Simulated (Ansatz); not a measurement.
**BaPbO3 (model cell, started as cubic perovskite with Pb in the octahedra): from the cell to its phonons**

Wanted: phonon frequencies of BaPbO3 (model cell, started as cubic perovskite with Pb in the octahedra) and what follows from them.

Calculated with Ansatz 0.2.0; DFT PBEsol, scalar-relativistic, plane waves, PAW; PAW set soft_1.

The structure was built from a prototype and need not be the compound's stable phase.

### 1. The starting structure

It takes space group Pm-3m (No. 221, cubic). Conventional cell: a = 4.263 Å, b = 4.263 Å, c = 4.263 Å, α = 90.00°, β = 90.00°, γ = 90.00°. Ba has 12 O at 3.01 Å nearest. Nearest to Pb lie 6 O at 2.13 Å. Nearest to O lie 2 Pb at 2.13 Å and 4 Ba at 3.01 Å. Farther neighbours and most contacts between anions are not listed.

### 2. Relaxation

The cell and atoms are relaxed, since residual forces and stress would shift the frequencies.

Input file input.yaml:

```yaml
crystal:
  lattice:
    - [4.263, 0.0, 0.0]
    - [0.0, 4.263, 0.0]
    - [0.0, 0.0, 4.263]
  atoms:
    - { symbol: Ba, position: [0.0, 0.0, 0.0] }
    - { symbol: Pb, position: [0.5, 0.5, 0.5] }
    - { symbol: O, position: [0.5, 0.5, 0.0] }
    - { symbol: O, position: [0.5, 0.0, 0.5] }
    - { symbol: O, position: [0.0, 0.5, 0.5] }
kpoints:
  mp_grid: { grid: [8, 8, 8] }
hamiltonian:
  xc: pbesol
  pseudopotentials: { kind: paw, azcp: { folder: soft_1 }, xc_functional: pbe }
scf:
  occupations: { method: gaussian, width: 0.1 }
output:
  forces: true
  stress: true
  eigenvalues: true
relax:
  adjacent_minimum: "off"
  f_tol: 0.005
  max_steps: 80
  cell: { stress_tol: 0.05 }
```

On the command line:

```sh
ansatz run input.yaml --threads 4 --pin off --max-ram 16384MiB --backend cpu --events-out ev --progress --plain --runs-dir out
```

Numbers of over 12 decimals in the logs are rounded to 6 here.

Log:

```text
Engine: ansatz 0.2.0, aarch64-unknown-linux-gnu
Pseudopotentials: kind: paw
Pseudopotential: Ba, paw, valence charge 10, recommended cutoff 420 eV (normal), soft_1/Ba.paw.azcp
Pseudopotential: Pb, paw, valence charge 14, recommended cutoff 420 eV (normal), soft_1/Pb.paw.azcp
Pseudopotential: O, paw, valence charge 6, recommended cutoff 420 eV (normal), soft_1/O.paw.azcp
Functional definition: PBEsol
  exchange = pbesol_x
  correlation = pbesol_c
Crystal: 5 atoms, lattice volume = 77.472 Å³
Basis set: ecut = 420 eV, 1503 PW (Γ), exchange–correlation on 60×60×60 points (8 copies of the dense FFT grid, shifted against one another)
Bands: 26, of which v1, the nominal top of the filled ones, is band 21 counted from 1 (20 counted from 0)
Symmetry: 48 space group operations
Space group: Pm-3m (ITA 221), of the structure as read, at distance tolerance 4.3e-5 Å
k-points: 35 of 512
Non-local potential: Ba, projectors of the file, l = 0: 3, l = 1: 2, l = 2: 2, l = 3: 2
Non-local potential: Pb, projectors of the file, l = 0: 2, l = 1: 2, l = 2: 2, l = 3: 1
Non-local potential: O, projectors of the file, l = 0: 2, l = 1: 2, l = 2: 1
PAW form: soft (Blöchl's): semilocal exchange-correlation on the pseudo side does not see the compensation charge
PAW frozen core: Ba, regenerated for the run's functional, and the local potential with it (the file was generated under x = pbe(κ = 0.804, μ = 0.219515), c = pbe(β = 0.066725))
PAW frozen core: Pb, regenerated for the run's functional, and the local potential with it (the file was generated under x = pbe(κ = 0.804, μ = 0.219515), c = pbe(β = 0.066725))
PAW frozen core: O, regenerated for the run's functional, and the local potential with it (the file was generated under x = pbe(κ = 0.804, μ = 0.219515), c = pbe(β = 0.066725))
PAW one-centre angular grid: Ba, 194 points (default); XC on 64 Gauss nodes
PAW one-centre angular grid: Pb, 590 points (default); XC on 64 Gauss nodes
PAW one-centre angular grid: O, 110 points (default); XC on 64 Gauss nodes
Initial density: superposition of atomic densities (chi_scale 0.1, normalization cell, long waves kept (reshape's long-wave potential 0.00 eV rms))
Initial wavefunctions: pseudopotential atomic-orbital guess
Functional: x = pbesol(κ = 0.804, μ = 0.123457), c = pbesol(β = 0.046)
SCF iter   1: F=—  HF=-19304.918086 eV  |F-HF|=—  |Δ(HF+E_count)|=         —  Δρ=5.65e-2  dr2=3.55e0  ethr=3.10e-3  ⟨swp⟩=11.8  Hψ=6379  notcnv=0
preconditioner: auto → Resta (q_TF=auto, 2.464 Å⁻¹)  ε∞=4.8  [insulator: Δε(μ)=0.356 eV  Ē_g=13.724 eV  σ=0.100 eV  W_gap=0.66  n_scr=18 (ndim 8)  ℏωp=26.7 eV  f_vac=0.000  D(μ)=0.45/eV (n_scr^D=0)  ε∞_Penn≈4.8]
SCF iter   2: F=—  HF=-19304.039458 eV  |F-HF|=—  |Δ(HF+E_count)|=   8.79e-1  Δρ=3.23e-2  dr2=1.31e0  ethr=3.10e-3  ⟨swp⟩=4.0  Hψ=1940  notcnv=0  defer=32
SCF iter   3: F=—  HF=-19303.523315 eV  |F-HF|=—  |Δ(HF+E_count)|=   5.16e-1  Δρ=8.00e-3  dr2=7.17e-2  ethr=3.10e-3  ⟨swp⟩=4.5  Hψ=1834  notcnv=0  defer=32
SCF iter   4: F=—  HF=-19303.498777 eV  |F-HF|=—  |Δ(HF+E_count)|=   2.45e-2  Δρ=1.84e-3  dr2=2.86e-3  ethr=1.71e-4  ⟨swp⟩=4.7  Hψ=2203  notcnv=0  defer=32
SCF iter   5: F=—  HF=-19303.498639 eV  |F-HF|=—  |Δ(HF+E_count)|=   1.38e-4  Δρ=2.82e-4  dr2=7.98e-5  ethr=6.80e-6  ⟨swp⟩=2.9  Hψ=1698  notcnv=0  defer=32
SCF iter   6: F=—  HF=-19303.498473 eV  |F-HF|=—  |Δ(HF+E_count)|=   1.66e-4  Δρ=5.45e-5  dr2=1.89e-6  ethr=1.90e-7  ⟨swp⟩=2.4  Hψ=1557  notcnv=0  defer=32
SCF iter   7: F=—  HF=-19303.498475 eV  |F-HF|=—  |Δ(HF+E_count)|=   2.05e-6  Δρ=1.40e-5  dr2=1.62e-7  ethr=4.51e-9  ⟨swp⟩=2.1  Hψ=1459  notcnv=0  defer=32
SCF iter   8: F=-19303.498475 eV  HF=-19303.498475 eV  |F-HF|=2.32e-9  |Δ(HF+E_count)|=   9.12e-8  Δρ=2.98e-6  dr2=6.15e-9  ethr=2.38e-10  ⟨swp⟩=16.3  Hψ=6180  notcnv=0
SCF 1 converged in 8 iterations: F = -19303.498475 eV  dr2 = 6.15e-9
  greatest PAW one-centre occupation: 0.987 electrons in one spin orbital (limit 2), on the Pb atom at site 1 (counted from 0), in its partial waves of l = 2
relax step   1: F+E_penalty+E_count = -19303.49847487 eV  Δ(F+E_penalty+E_count) = +0.000e0 eV  max|allowed force component| = 1.941e-29 eV/Å  Δτ_max = 0.0000 Å  P = +1.620 GPa  Ω = 77.472 Å³  (8 SCF iters, dr2 threshold 1.00e-7 eV, accepted)
Crystal: 5 atoms, lattice volume = 78.815 Å³
Basis set: ecut = 420 eV, 1551 PW (Γ), exchange–correlation on 60×60×60 points (8 copies of the dense FFT grid, shifted against one another)
Initial density: handed on by an earlier stage of this run
Initial wavefunctions: those handed on with the density
iter 1 solved again at ethr=5.48e-6 eV; its pass at ethr=3.10e-3 eV (dr2=2.30e-3 eV) is discarded
SCF iter   1: F=—  HF=-19303.501265 eV  |F-HF|=—  |Δ(HF+E_count)|=         —  Δρ=1.97e-3  dr2=2.40e-3  ethr=5.48e-6  ⟨swp⟩=2.8  Hψ=5894  notcnv=0
preconditioner: auto → Resta (q_TF=auto, 2.457 Å⁻¹)  ε∞=4.0  [insulator: Δε(μ)=0.185 eV  Ē_g=15.611 eV  σ=0.100 eV  W_gap=0.70  n_scr=18 (ndim 8)  ℏωp=27.1 eV  f_vac=0.000  D(μ)=0.62/eV (n_scr^D=0)  ε∞_Penn≈4.0]
SCF iter   2: F=—  HF=-19303.500778 eV  |F-HF|=—  |Δ(HF+E_count)|=   4.87e-4  Δρ=8.10e-4  dr2=5.09e-4  ethr=5.48e-6  ⟨swp⟩=2.6  Hψ=1479  notcnv=0
SCF iter   3: F=—  HF=-19303.500643 eV  |F-HF|=—  |Δ(HF+E_count)|=   1.36e-4  Δρ=1.96e-4  dr2=4.55e-5  ethr=1.21e-6  ⟨swp⟩=2.5  Hψ=1474  notcnv=0
SCF iter   4: F=—  HF=-19303.500448 eV  |F-HF|=—  |Δ(HF+E_count)|=   1.95e-4  Δρ=3.13e-5  dr2=9.12e-7  ethr=1.08e-7  ⟨swp⟩=2.9  Hψ=1771  notcnv=0
iter 5 did not close the SCF: its close was put off for the readings that it lacked (scf_convergence_deferred on its scf_iter line)
SCF iter   5: F=-19303.500448 eV  HF=-19303.500448 eV  |F-HF|=5.09e-9  |Δ(HF+E_count)|=   2.17e-7  Δρ=4.15e-6  dr2=1.65e-8  ethr=2.17e-9  ⟨swp⟩=2.5  Hψ=1649  notcnv=0
SCF iter   6: F=-19303.500448 eV  HF=-19303.500448 eV  |F-HF|=3.64e-12  |Δ(HF+E_count)|=   2.89e-9  Δρ=1.06e-6  dr2=9.37e-10  ethr=3.92e-11  ⟨swp⟩=4.6  Hψ=4081  notcnv=0
SCF 2 converged in 6 iterations: F = -19303.500448 eV  dr2 = 9.37e-10
  greatest PAW one-centre occupation: 0.986 electrons in one spin orbital (limit 2), on the Pb atom at site 1 (counted from 0), in its partial waves of l = 2
relax step   2: F+E_penalty+E_count = -19303.50044786 eV  Δ(F+E_penalty+E_count) = -1.973e-3 eV  max|allowed force component| = 1.010e-29 eV/Å  Δτ_max = 0.0000 Å  P = -0.478 GPa  Ω = 78.815 Å³  energy of the carried Pulay correction = -2.641e-3 eV  (6 SCF iters, dr2 threshold 5.00e-7 eV, accepted)
Crystal: 5 atoms, lattice volume = 78.505 Å³
iter 1 solved again at ethr=3.01e-7 eV; its pass at ethr=3.10e-3 eV (dr2=1.26e-4 eV) is discarded
SCF iter   1: F=—  HF=-19303.501749 eV  |F-HF|=—  |Δ(HF+E_count)|=         —  Δρ=4.43e-4  dr2=1.24e-4  ethr=3.01e-7  ⟨swp⟩=3.0  Hψ=5728  notcnv=0
preconditioner: auto → Resta (q_TF=auto, 2.458 Å⁻¹)  ε∞=4.0  [insulator: Δε(μ)=0.208 eV  Ē_g=15.626 eV  σ=0.100 eV  W_gap=0.69  n_scr=18 (ndim 8)  ℏωp=27.2 eV  f_vac=0.000  D(μ)=0.55/eV (n_scr^D=0)  ε∞_Penn≈4.0]
SCF iter   2: F=—  HF=-19303.501541 eV  |F-HF|=—  |Δ(HF+E_count)|=   2.08e-4  Δρ=1.82e-4  dr2=2.67e-5  ethr=2.96e-7  ⟨swp⟩=2.7  Hψ=1502  notcnv=0
SCF iter   3: F=—  HF=-19303.501533 eV  |F-HF|=—  |Δ(HF+E_count)|=   7.32e-6  Δρ=4.61e-5  dr2=2.53e-6  ethr=6.35e-8  ⟨swp⟩=2.7  Hψ=1476  notcnv=0
iter 4 did not close the SCF: its close was put off for the readings that it lacked (scf_convergence_deferred on its scf_iter line)
SCF iter   4: F=-19303.501533 eV  HF=-19303.501533 eV  |F-HF|=2.33e-8  |Δ(HF+E_count)|=   7.96e-7  Δρ=7.32e-6  dr2=4.86e-8  ethr=6.03e-9  ⟨swp⟩=3.0  Hψ=1770  notcnv=0
iter 5 did not close the SCF: its close was put off for the readings that it lacked (scf_convergence_deferred on its scf_iter line)
SCF iter   5: F=-19303.501533 eV  HF=-19303.501533 eV  |F-HF|=1.06e-10  |Δ(HF+E_count)|=   1.26e-8  Δρ=7.67e-7  dr2=5.84e-10  ethr=1.16e-10  ⟨swp⟩=2.7  Hψ=1743  notcnv=0
SCF iter   6: F=-19303.501533 eV  HF=-19303.501533 eV  |F-HF|=7.28e-12  |Δ(HF+E_count)|=  2.44e-10  Δρ=1.78e-7  dr2=2.69e-11  ethr=1.39e-12  ⟨swp⟩=2.7  Hψ=3227  notcnv=0
SCF 3 converged in 6 iterations: F = -19303.501533 eV  dr2 = 2.69e-11
relax step   3: F+E_penalty+E_count = -19303.50153261 eV  Δ(F+E_penalty+E_count) = -1.085e-3 eV  max|allowed force component| = 1.053e-29 eV/Å  Δτ_max = 0.0000 Å  P = -0.015 GPa  Ω = 78.505 Å³  energy of the carried Pulay correction = -2.035e-3 eV  (6 SCF iters, dr2 threshold 5.00e-7 eV, accepted)
Initial wavefunctions: pseudopotential atomic-orbital guess (no wavefunctions were taken with the density)
iter 1 solved again at ethr=6.38e-7 eV; its pass at ethr=3.10e-3 eV (dr2=2.68e-4 eV) is discarded
SCF iter   1: F=—  HF=-19303.503895 eV  |F-HF|=—  |Δ(HF+E_count)|=         —  Δρ=1.07e-4  dr2=9.06e-7  ethr=6.38e-7  ⟨swp⟩=3.5  Hψ=8037  notcnv=0
preconditioner: auto → Resta (q_TF=auto, 2.458 Å⁻¹)  ε∞=4.0  [insulator: Δε(μ)=0.206 eV  Ē_g=15.627 eV  σ=0.100 eV  W_gap=0.70  n_scr=18 (ndim 8)  ℏωp=27.2 eV  f_vac=0.000  D(μ)=0.56/eV (n_scr^D=0)  ε∞_Penn≈4.0]
SCF iter   2: F=—  HF=-19303.503724 eV  |F-HF|=—  |Δ(HF+E_count)|=   1.71e-4  Δρ=5.18e-5  dr2=1.87e-7  ethr=2.16e-9  ⟨swp⟩=2.9  Hψ=1834  notcnv=0
SCF iter   3: F=—  HF=-19303.503727 eV  |F-HF|=—  |Δ(HF+E_count)|=   3.46e-6  Δρ=1.05e-5  dr2=8.02e-9  ethr=4.46e-10  ⟨swp⟩=2.2  Hψ=1296  notcnv=0
iter 4 did not close the SCF: its close was put off for the readings that it lacked (scf_convergence_deferred on its scf_iter line)
SCF iter   4: F=-19303.503727 eV  HF=-19303.503727 eV  |F-HF|=1.46e-10  |Δ(HF+E_count)|=   1.20e-7  Δρ=4.66e-7  dr2=3.45e-11  ethr=1.91e-11  ⟨swp⟩=2.0  Hψ=1626  notcnv=0
iter 5 did not close the SCF: its close was put off for the readings that it lacked (scf_convergence_deferred on its scf_iter line)
SCF iter   5: F=-19303.503727 eV  HF=-19303.503727 eV  |F-HF|=7.28e-12  |Δ(HF+E_count)|=  1.27e-10  Δρ=1.34e-7  dr2=5.13e-12  ethr=1.00e-12  ⟨swp⟩=1.6  Hψ=1030  notcnv=0
iter 6 did not close the SCF: its close was put off for the readings that it lacked (scf_convergence_deferred on its scf_iter line)
SCF iter   6: F=-19303.503727 eV  HF=-19303.503727 eV  |F-HF|=0.00e0  |Δ(HF+E_count)|=  1.09e-11  Δρ=1.52e-8  dr2=1.74e-13  ethr=1.00e-12  ⟨swp⟩=1.2  Hψ=918  notcnv=0
iter 7 did not close the SCF: its close was put off for the readings that it lacked (scf_convergence_deferred on its scf_iter line)
SCF iter   7: F=-19303.503727 eV  HF=-19303.503727 eV  |F-HF|=1.09e-11  |Δ(HF+E_count)|=  7.28e-12  Δρ=4.18e-9  dr2=1.14e-14  ethr=1.00e-12  ⟨swp⟩=1.2  Hψ=927  notcnv=0
SCF iter   8: F=-19303.503727 eV  HF=-19303.503727 eV  |F-HF|=1.09e-11  |Δ(HF+E_count)|=  3.64e-12  Δρ=1.10e-9  dr2=3.88e-16  ethr=1.00e-12  ⟨swp⟩=4.7  Hψ=3243  notcnv=0
SCF 4 converged in 8 iterations: F = -19303.503727 eV  dr2 = 3.88e-16
relax step   4: F+E_penalty+E_count = -19303.50372741 eV  Δ(F+E_penalty+E_count) = -2.195e-3 eV  max|allowed force component| = 1.024e-29 eV/Å  Δτ_max = 0.0000 Å  P = +0.032 GPa  Ω = 78.505 Å³  stress off target by 3.20e-2 GPa  SCF on the basis re-selected at this cell (its energy is not comparable with the rows above)  (8 SCF iters)
basis re-selected at this cell: Δ(F+E_penalty+E_count) = -2.195e-3 eV, ΔP = +0.047 GPa vs the last step (what re-selecting the basis moved, of the pressure what is left beyond the Pulay correction that the steps carried, after the strain that the cell walked since its last selection, with what the two solves' SCF thresholds leave and, on support functions, any second-order correction that the steps lacked; it is no m [...]
SCF converged after 8 iterations
Free energy (F): -19303.503727 eV
Harris-Foulkes:  -19303.503727 eV  (|F-HF|=1.09e-11)
Internal energy: -19303.500947 eV  (E = F + TS)
E sigma→0 (E₀):  -19303.502337 eV
Entropy (-TS):   -0.002780 eV (-0.556 meV/atom)
Fermi energy:    9.168399 eV
--- Per-component energies (eV) ---
  E_band       = -15.528089
  E_kinetic    = 958.961754
  E_local      = -2323.839472  (includes V_loc(G=0)·N_el)
  E_nonlocal   = 567.525451
  E_hartree    = 889.149158
  E_xc         = -608.532119
  E_vxc        = -533.892980  (∫ρ·V_xc dr)
  E_paw        = -15836.618982  (= ΣΔE_a)
  E_vpaw       = -462.583394  (= ΣTr[D̂ρ^β])
  E_aug_tail   = 0.002235  (compensation charges beyond the density's cutoff)
  E_ewald      = -2950.468444
  E_core_change = 0.319471  (= ΣΔE_core)
  E_smearing   = -0.002780  (= −TS)
  E_closure    = 0.000000  (closes the sum)
  Σ components = -19303.503727   (vs F -19303.503727, Δ=0.00e0)
--- Forces (eV/Å), atoms counted from 1 ---
  atom   1  Ba    -0.00000000     0.00000000    -0.00000000
  atom   2  Pb     0.00000000    -0.00000000     0.00000000
  atom   3  O      0.00000000     0.00000000     0.00000000
  atom   4  O      0.00000000     0.00000000     0.00000000
  atom   5  O     -0.00000000    -0.00000000     0.00000000
  max |Σ_I F_I| component: 1.19e-29 eV/Å
--- Stress (GPa, compression-positive) ---
        0.032013      -0.000000       0.000000
       -0.000000       0.032013       0.000000
        0.000000       0.000000       0.032013
  P = ⅓ Tr σ = 0.0320 GPa (0.320 kbar)
--- Band table (eV; the first three rows and the last of 35) ---
  k-point 0: bands = [... 17 lower, 8.1420, 8.1420, 8.5098, 8.5098, 8.5098, 13.7935, 13.7935, 15.4879, ... 1 higher]
  k-point 1: bands = [... 17 lower, 8.1132, 8.1132, 8.4778, 8.4778, 8.9802, 14.0141, 14.0225, 15.7766, ... 1 higher]
  k-point 2: bands = [... 17 lower, 8.0557, 8.0557, 8.4023, 8.4023, 10.2939, 14.5566, 14.6060, 16.2256, ... 1 higher]
  k-point 34: bands = [... 17 lower, 9.0572, 9.0572, 9.1302, 9.1302, 13.9043, 13.9043, 13.9043, 15.8902, ... 1 higher]
--- Relaxed structure (3 steps of the walk, 3 accepted, 1 SCFs on fresh bases) ---
  F+E_penalty+E_count = -19303.50372741 eV   max|allowed force component| = 1.024e-29 eV/Å   (the final SCF, on the basis selected at the relaxed cell)
  cell:  # Å, volume = 78.5047 Å³
    - [4.281854, 0, 0]
    - [0, 4.281854, 0.0]
    - [0, 0.0, 4.281854]
  atoms:
    - { symbol: Ba, position: [0, 0, 0] }
    - { symbol: Pb, position: [0.5, 0.5, 0.5] }
    - { symbol: O, position: [0.5, 0.5, 0] }
    - { symbol: O, position: [0.5, 0, 0.5] }
    - { symbol: O, position: [0, 0.5, 0.5] }
```

It took 5.9 s on 4 threads of Arm Neoverse V1, shared host; peak memory 0.44 GiB.

Step by step:

| step | energy less that of the first step (eV) | largest force component (eV/Å) | pressure (GPa) | volume (Å³) |
| --- | --- | --- | --- | --- |
| 1 | 0.0000 | 0.0000 | 1.62 | 77.47 |
| 2 | -0.0020 | 0.0000 | -0.48 | 78.81 |
| 3 | -0.0031 | 0.0000 | -0.02 | 78.50 |
| 4* | -0.0053 | 0.0000 | 0.03 | 78.50 |

Relaxation steps marked * repeat the geometry before them on a plane-wave basis chosen anew for their cell, so energy and pressure can jump there.

The run keeps the 48 symmetry operations that it works with, so distortions that break them were not tested.

| conventional cell, symmetrised | before | after | change |
| --- | --- | --- | --- |
| a (Å) | 4.263 | 4.282 | +0.4 % |
| b (Å) | 4.263 | 4.282 | +0.4 % |
| c (Å) | 4.263 | 4.282 | +0.4 % |
| volume (Å³/atom) | 15.49 | 15.70 | +1.3 % |

The relaxed structure:

```cif
data_structure
_symmetry_space_group_name_H-M 'P 1'
_symmetry_Int_Tables_number 1
_cell_length_a 4.2819
_cell_length_b 4.2819
_cell_length_c 4.2819
_cell_angle_alpha 90.000
_cell_angle_beta 90.000
_cell_angle_gamma 90.000
_cell_volume 78.50
loop_
_atom_site_label
_atom_site_type_symbol
_atom_site_fract_x
_atom_site_fract_y
_atom_site_fract_z
_atom_site_occupancy
Ba1 Ba 0.00000 0.00000 0.00000 1
Pb2 Pb 0.50000 0.50000 0.50000 1
O3 O 0.50000 0.50000 0.00000 1
O4 O 0.50000 0.00000 0.50000 1
O5 O 0.00000 0.50000 0.50000 1
```

This step gave:

| Quantity | Value |
| --- | --- |
| pressure | 0.03201 GPa |
| volume per atom | 15.70 Å³ |
| gap on the k-mesh | 0 eV |

In this step the volume went from 15.49 to 15.70 Å³/atom.

(Continued in part 2 of 3.)

[Logs are printed without paths, hosts, clocks, repeated set-up lines and the standing remarks that a program may print on its own settings, such as how far it seeks lower states.]

[Hosts, paths, dates, database ids (printed as entryN), source tags and the programs' standing remarks are cut or masked in the printed files.]
